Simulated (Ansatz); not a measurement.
Planning a run of Ansatz 0.2.0 on Ga2S3 (Imm2). The input:

```yaml
crystal:
  lattice:
    - [-1.8914278928, 5.7377378584, 2.7532440338]
    - [1.8914278928, -5.7377378584, 2.7532440338]
    - [1.8914278928, 5.7377378584, -2.7532440338]
  atoms:
    - { symbol: Ga, position: [0.1662651347, 0.0055492443, 0.1607158905] }
    - { symbol: Ga, position: [0.8448333538, 0.0055492443, 0.8392841095] }
    - { symbol: S, position: [0.9312355879, 0.2558359951, 0.6753995928] }
    - { symbol: S, position: [0.5804364023, 0.2558359951, 0.3246004072] }
    - { symbol: S, position: [0.2272285312, 0.2272285312, 0.0] }
kpoints:
  mp_grid: { grid: [4, 4, 4] }
  band_path:
    path:
      - [0.0, 0.0, 0.0]
      - [0.5, -0.5, 0.5]
      - [0.27716678, -0.27716678, 0.72283322]
      - [-0.27716678, 0.27716678, 0.27716678]
      - [0.30756361, 0.30756361, -0.30756361]
      - [0.69243639, -0.30756361, 0.30756361]
      - [0.0, 0.5, 0.0]
      - [0.25, 0.25, 0.25]
    npoints: 1
hamiltonian:
  xc: hse06
  pseudopotentials: { kind: paw, azcp: { folder: soft_1 } }
scf:
  occupations: { method: fixed }
  n_extra_bands: 5
output:
  eigenvalues: true
  write_density: true
  write_potential: true
  elf: true
  volumetric_format: npy
```

```sh
ansatz run input.yaml --threads 3 --pin off --max-ram 92160MiB --backend cuda --events-out ev --progress --plain --runs-dir out --devices 1 --max-vram 13GiB
```

Question: Estimate wall time and host memory on 1 × NVIDIA H100 80GB HBM3 (shared by 6 runs) with 3 threads of AMD EPYC 7R13 (Zen 3), shared host.

It took 23 s; on shared hardware allow 11 s to 45 s. Peak host memory was 1.7 GiB. The sizes that set the cost: 2325 plane waves a state, 18 irreducible k points and 16 SCF cycles.

Exact exchange couples every pair of k points and filled bands, so it costs far more than a semilocal run.

[Paths, hosts, dates, memory and timing lines, banners, echoed tables and standing remarks are left out of the program output.]

[Logs are printed without paths, hosts, clocks, repeated set-up lines and the standing remarks that a program may print on its own settings, such as how far it seeks lower states.]

[Runs of the session that timed out or met a known fault of the program may be left out.]

[Cells called generated may have been cut or substituted from an entry of the Crystallography Open Database or the Materials Project.]

[Hosts, paths, dates, database ids (printed as entryN), source tags and the programs' standing remarks are cut or masked in the printed files.]
